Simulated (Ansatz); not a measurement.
System: MgBrF (1T monolayer (Janus)).

The cell holds 3 atoms: 1 Mg, 1 F and 1 Br. Its edges and angles: a = 3.414 Å, b = 3.414 Å, c = 28.000 Å, α = 90.0°, β = 90.0°, γ = 120.0°. Vacuum lies along c.

```
Mg F Br
1.0
     3.41379    0.00000    0.00000
    -1.70689    2.95643    0.00000
     0.00000    0.00000   28.00000
Mg F Br
1 1 1
Direct
  0.00000 0.00000 0.51464
  0.33333 0.66667 0.54330
  0.66667 0.33333 0.45670
```

The structure was relaxed with LDA. The runs that relaxed it are not among those shown. PAW set soft_2, made with PBE.

Gaps computed with Ansatz 0.2.0 without a self-energy: LDA 2.51 eV, LDA+SOC 2.32 eV and HSE06 3.77 eV.

**Question.** Estimate the G0W0@LDA gap with 6×6×1 mesh, 375 empty bands, screening to 70 eV, default PAW files.

About 5.60 eV: on its mesh the run moves the gap from 2.51 eV by +3.09 eV. Among the scalar-relativistic levels given, HSE06 is nearest (−1.83 eV). Spin-orbit coupling is not in that value; its −0.19 eV at the LDA level would bring it to about 5.41 eV. Bands and cutoff are finite, so the gap stands short of the basis limit, usually by up to a few tenths of an eV; the mesh is an error of its own. The many-body steps are scalar-relativistic: spin-orbit coupling is not in them.

[Long decimals in the printed logs are rounded to 6 places.]

[Logs are printed without paths, hosts, clocks, repeated set-up lines and the standing remarks that a program may print on its own settings, such as how far it seeks lower states.]

[Paths, hosts, dates, memory and timing lines, banners, echoed tables and standing remarks are left out of the program output; an Ansatz launch command may be rebuilt from the run's recorded settings. Measured values are a selection of at most five: reports struck by readers or far from the other reports are left out. None is set beside runs whose start may be inverted or whose files or cutoffs have a known fault.]

[Runs of the session that timed out or met a known fault of the program may be left out.]

[Cells called generated may have been cut or substituted from an entry of the Crystallography Open Database or the Materials Project.]

[Hosts, paths, dates, database ids (printed as entryN), source tags and the programs' standing remarks are cut or masked in the printed files.]

[Where the starting crystal was built by hand or by swapping elements, it need not be the compound's stable phase.]
